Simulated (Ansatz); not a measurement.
# H_i (bond centre, by N) in Be3N2 (P6_3/mmc): charge-transition levels and formation energies, part 2 of 2

Wanted: the transition levels of a hydrogen interstitial in Be3N2 (P6_3/mmc), from a cell of 120 host atoms with 1 H put in.

Ansatz; place-levels on PBEsol runs: charge-transition levels and formation energies with image-charge correction and potential alignment at the atomic sites.

So far. Step 3 (Placing the levels, PBEsol): Under PBEsol the gap is 3.25 eV, (+1/0) 3.22, (0/−1) 1.37 eV; the steps are inverted, so the lowest state changes at (+1/−1) 2.29 eV.

### Step 4. Effect of the sampling

The relaxations' own energies give the levels at their sampling, for comparison.

Contents of levels.relax_mesh.yaml:

```yaml
host:
  run: host.relax.run
  levels_from: { run: edges.relax.run }
states: [qm1.relax.run, q0_M1.relax.run, qp1.relax.run]
chemical_potentials:
  H:
    energy: -15.609288
    dataset: "<sha256 of the dataset>"
```

On the command line:

```console
$ ansatz place-levels levels.relax_mesh.yaml -- --threads 4 --pin off --max-ram 7536MiB
```

Numbers of over 12 decimals in the logs are rounded to 6 here.

Log:

```text
(+1/0) 3.262 eV above the valence edge, in the conduction band; not on the lower envelope
[...]
formation energy of charge +1: -0.058 eV with the Fermi level at the valence edge
formation energy of charge 0: +3.204 eV with the Fermi level at the valence edge
formation energy of charge -1: +4.448 eV with the Fermi level at the valence edge
  edges by pbesol of host.levels_from (edges.relax.run), its mesh sampled to repeats of 29.13 Å (the valence edge +0.273 eV and the conduction edge -1.053 eV from those of the host's own run), gap 3.247 eV; the host is sampled to repeats of 13.82 Å
[... the lines on each state left out ...]
```

Elapsed: 0.14 s, on 4 threads of Arm Neoverse V2, shared host.

Levels between neighbouring charges, in eV above the valence top:

```csv
,gap (eV),(+1/0),(0/−1)
"one point at (¼, ¼, ¼)",3.25,3.26,1.24
a 2×2×2 shifted mesh,3.25,3.22,1.37
```

Going from one point at (¼, ¼, ¼) to a 2×2×2 shifted mesh moves the levels that carry no band-filling term by up to 0.12 eV and formation energies against the elements by up to 0.11 eV.

### Step 5. place-levels, r2SCAN

r2SCAN on the same structure is run to see how far the result rests on the functional, though not on the errors that semilocal functionals share; the sampling changes too, to one point at (¼, ¼, ¼), so differences hold both changes.

Contents of qm1.r2scan/input.yaml:

```yaml
crystal:
  checkpoint: "../qm1.relax.run"
  host: checkpoint
total_charge: -1
basis:
  ecutwfc: 500
  xc_grid: 2
hamiltonian:
  xc: r2scan
kpoints:
  mp_grid: { grid: [1, 1, 1], shift: [0.25, 0.25, 0.25] }
scf:
  occupations: { method: fermi_dirac, width: 0.01 }
  max_iter: 60
output:
  forces: true
  eigenvalues: true
  charged_corrections:
    epsilon: [4.54, 4.54, 5.47]
    static_epsilon: [11.71, 11.71, 32.82]
    defect_position: [0.5, 0.583333, 0.539243]
checkpoint:
  write: "../qm1.r2scan.run"
  compress: false
  write_wavefunctions: false
  write_every: 100000
```

It took 26 s on 4 threads; peak memory 2.1 GiB.

Contents of levels.r2scan.yaml:

```yaml
host:
  run: host.r2scan.run
  levels_from: { run: edges.r2scan.run }
states: [qm1.r2scan.run, q0_M1.r2scan.run, qp1.r2scan.run]
geometry_from:
  qm1.r2scan.run: qm1.relax.run
  q0_M1.r2scan.run: q0_M1.relax.run
  qp1.r2scan.run: qp1.relax.run
  host.r2scan.run: host.relax.run
chemical_potentials:
  H:
    energy: -15.945667
    dataset: "<sha256 of the dataset>"
```

On the command line:

```console
$ ansatz place-levels levels.r2scan.yaml -- --threads 4 --pin off --max-ram 7536MiB
```

Log:

```text
[...]
formation energy of charge +1: -0.000 eV with the Fermi level at the valence edge
formation energy of charge 0: +3.608 eV with the Fermi level at the valence edge
formation energy of charge -1: +5.167 eV with the Fermi level at the valence edge
  edges by r2scan of host.levels_from (edges.r2scan.run), its mesh sampled to repeats of 29.13 Å (the valence edge +0.275 eV and the conduction edge -1.072 eV from those of the host's own run), gap 4.026 eV; the host is sampled to repeats of 13.82 Å
[... the lines on each state left out ...]
```

Wall time 0.24 s (4 threads).

Under r2SCAN the gap is 4.03 eV, (+1/0) 3.61, (0/−1) 1.56 eV; the steps are inverted, so the lowest state changes at (+1/−1) 2.58 eV.

### Step 6. A changed set-up

In this try the input is made faulty on purpose, to show what that does.

A choice is tested by changing it alone.

levels.try0.yaml is levels.point.yaml with these lines changed:

```diff
-static_epsilon: [11.71, 11.71, 32.82]
+static_epsilon: [4.54, 4.54, 5.47]
```

On the command line:

```console
$ ansatz place-levels levels.try0.yaml -- --threads 4 --pin off --max-ram 7536MiB
```

Log:

```text
[...]
formation energy of charge +1: +0.196 eV with the Fermi level at the valence edge
formation energy of charge 0: +3.191 eV with the Fermi level at the valence edge
formation energy of charge -1: +4.637 eV with the Fermi level at the valence edge
vertical -1 to 0: no energy, since no alignment is typed
vertical +1 to 0: no energy, since no alignment is typed
[...]
[... the lines on each state left out ...]
```

The change: the electronic dielectric constant for relaxed ions.

Levels in eV above the valence top; the changed ones are not the defect's:

```csv
,gap (eV),(+1/0),(0/−1)
changed,3.25,3.00,1.45
as set up,3.25,3.22,1.37
```

The largest shift is 0.22 eV.

### Step 7. The ladder

Levels between neighbouring charges, in eV above each run's own valence top:

```csv
,gap (eV),(+1/0),(0/−1),CPU time a state at this stage (restarts are quicker than cold starts)
"PBEsol, 2×2×2 shifted mesh",3.25,3.22,1.37,8.6 min
"r2SCAN on PBEsol structures, (¼, ¼, ¼)",4.03,3.61,1.56,2.9 min
```

### Step 8. What came out

| Quantity | Value |
| --- | --- |
| gap of the host | 3.25 eV (PBEsol) |
| level (plus 1/0) | 3.22 eV above the valence top, not a change between lowest states |
| level (0/minus 1) | 1.37 eV above the valence top, not a change between lowest states |
| level (plus 1/minus 1) | 2.29 eV above the valence top |
| lowest of the charges placed, just above the valence top (0.02 eV) | +1 |
| lowest of the charges placed, just below the conduction bottom (0.02 eV) | −1 |
| lowest formation energy at mid-gap of the charges run, Be-rich | 1.60 eV |
| lowest formation energy at mid-gap of the charges run, N-rich | 1.60 eV |

In words: Of the charges placed (−1, 0 and +1), the lowest changes at 2.29 eV (+1/−1) above the valence top, in a gap of 3.25 eV. (+1/−1) passes over charge 0, which lies 0.92 eV above the two there; a lower structure or spin state of it, if missed, would change that. Charges above +1 and below −1 were not placed, so these runs say nothing of levels that involve them. States placed: +1 at 0 μB; 0 at 1 μB; −1 at 0 μB. Other spin states or structures, where not listed, weren't placed. At charge −1, 0 and +1 the atom put in ends up to 1.7 Å from its starting place, so the name tells the start alone and the levels can join different sites. H is taken at its element; compounds, which aren't counted here, bound the chemical potentials and would shift these formation energies. Going from one point at (¼, ¼, ¼) to a 2×2×2 shifted mesh moves the levels that carry no band-filling term by up to 0.12 eV and formation energies against the elements by up to 0.11 eV. Keep in mind: PBEsol makes the gap too small and tends to spread out bound carriers; where a gas molecule sets a chemical potential or the host's formation energy, its binding is uncorrected.

[Logs are printed without paths, hosts, clocks, repeated set-up lines and the standing remarks that a program may print on its own settings, such as how far it seeks lower states.]

[Hosts, paths, dates, database ids (printed as entryN), source tags and the programs' standing remarks are cut or masked in the printed files.]

[Where a table of states has a column of steps, it counts the stored structures, which are thinned; the runs took as many ionic steps or more.]

[A defect's name tells the site on which it was built; relaxed atoms can leave that site.]

[For some hosts the program warned that the k-mesh of the response run may be too coarse for force constants and the static dielectric constant; such warnings are not shown here.]
